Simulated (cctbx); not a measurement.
# Zr2Fe3Pb: solution and refinement

Cell a = 5.2170 Å, b = 5.2170 Å, c = 8.8110 Å, α = 90.00°, β = 90.00°, γ = 120.00°; space group P6_3/mmc (no. 194); content Pb2 Zr4 Fe6.

Simulated single-crystal data (cctbx): Mo Kα, λ = 0.71073 Å, to d = 0.75 Å, 50 % of the full sphere, strongest reflection 5000 counts, noise from counting, a 6 % proportional error and a noise floor of 2 counts (s.d.); no absorption, and some extinction, which the refinements don't model.

Charge flipping in P1 on plain amplitudes to 0.8 Å, δ = 1.1 σ, 20 % of the reflections treated as weak, 300 cycles:

```text
cycle      R  skewness
    0  0.574     0.38
   25  0.483     1.80
   50  0.423     4.64
   75  0.425     4.21
  100  0.415     4.43
  125  0.437     4.57
  150  0.430     4.31
  175  0.428     4.18
  200  0.419     4.31
  225  0.414     4.12
  250  0.424     3.99
  275  0.414     4.14
origin shift          correlation  skewness
 0.636  0.869  0.381      0.839      5.34
 0.649  0.881  0.330      0.798      1.64
 0.567  0.684  0.277      0.796      0.26
 0.653  0.867  0.281      0.814      1.45
taken: symmetry correlation 0.839, skewness 5.34
peak      x       y       z  mult  height/sigma
Q1    0.0000  0.0000  0.0000    2     18.8
Q2    0.1693  0.3386  0.2500    6      7.4
Q3    0.3333  0.6667  0.5825    4      5.4
Q4    0.1746  0.3493  0.7500    6      3.2
Q5    0.1925  0.5962  0.2500    6      1.7
Q6    0.0269  0.5135  0.1864   12      1.5
Q7    0.0923  0.1846  0.5912   12      1.4
Q8    0.1331  0.2662  0.0173   12      1.4
```

The origin is taken among those within 0.04 of the best correlation, by the skewness of the map.

Run time: 0.73 s on 1 thread of Arm Neoverse N1 (shared host), peak memory 0.07 GiB.

Q: Assign the peaks.

Heights follow Z only loosely here, so the multiplicities, which must add up to the content, decide. First model: Q1 = Pb1 (2 in the cell, height 18.8), Q2 = Fe1 (6 in the cell, height 7.4) and Q3 = Zr1 (4 in the cell, height 5.4). Against the true structure, Q1 is Pb, Q2 is Fe and Q3 is Zr; the other peaks are not atoms.

Least squares on F², isotropic:

```text
Rint 0.052, 119 unique reflections to 0.75 A
cycle     R1     wR2    GooF  max shift (A)
   1  0.1932  0.4433  13.379   0.11891
   2  0.0177  0.0423   1.275   0.00002
final R1 0.0177 wR2 0.0423 GooF 1.275  parameters 5  data/parameter 23.8
atom        x        y        z      Ueq    occ   su(xyz)  su(Uiso or U11)
Pb1    0.00000  0.00000  0.00000   0.0039  1.000  0.00000  0.0002
Fe1    0.16570  0.33140  0.25000   0.0127  1.000  0.00039  0.0003
Zr1    0.33333  0.66667  0.56900   0.0076  1.000  0.00011  0.0003
difference map: max 1.81 min -3.59 rms 0.32
Q1    0.0000  0.0000  0.0000    2    1.81  0.00 A from Pb1
Q2    0.0451  0.0903  0.6959   12    1.16  1.42 A from Fe1
Q3    0.0915  0.5457  0.0593   12    1.09  1.57 A from Zr1
Q4    0.0000  0.0000  0.1181    4    0.97  1.04 A from Pb1
Q5    0.2382  0.6191  0.7500    6    0.80  1.65 A from Zr1
```

Anisotropic refinement:

```text
Rint 0.052, 119 unique reflections to 0.75 A
cycle     R1     wR2    GooF  max shift (A)
   1  0.0177  0.0423   1.298   0.00065
   2  0.0124  0.0288   0.885   0.00000
final R1 0.0124 wR2 0.0288 GooF 0.885  parameters 9  data/parameter 13.2
atom        x        y        z      Ueq    occ   su(xyz)  su(Uiso or U11)
Pb1    0.00000  0.00000  0.00000   0.0037  1.000  0.00000  0.0002
Fe1    0.16577  0.33154  0.25000   0.0129  1.000  0.00027  0.0004
Zr1    0.33333  0.66667  0.56905   0.0077  1.000  0.00008  0.0002
difference map: max 0.97 min -0.82 rms 0.25
Q1    0.0889  0.5445  0.0600   12    1.02  1.59 A from Zr1
Q2    0.3333  0.6667  0.7500    2    0.92  1.59 A from Zr1
Q3    0.0458  0.0917  0.6852   12    0.82  1.46 A from Fe1
Q4    0.1981  0.3962  0.0908   12    0.65  1.43 A from Fe1
Q5    0.1246  0.2492  0.0108   12    0.63  1.13 A from Pb1
Q6    0.2730  0.5459  0.6285   12    0.63  0.76 A from Zr1
```

**Reading.** The refinement ends at R1 = 0.0124, wR2 = 0.0288, GooF = 0.89, with difference density between -0.82 and 0.97 e/Å³. Every site matches the true model in element, within 0.001 Å r.m.s., up to an allowed shift of origin.

True model:

| atom | mult. | x | y | z | Ueq (Å²) |
| --- | --- | --- | --- | --- | --- |
| Pb1 | 2 | 0 | 0 | 1/2 | 0.0042 |
| Zr1 | 4 | 2/3 | 1/3 | 0.5691 | 0.0081 |
| Fe1 | 6 | 0.3314 | 0.1657 | 1/4 | 0.0132 |

This is a model crystal, built by substitution and not relaxed, with assumed displacement parameters.

[Middle refinement cycles are left out of these outputs.]

[Logs are printed without paths, hosts, clocks, repeated set-up lines and the standing remarks that a program may print on its own settings, such as how far it seeks lower states.]
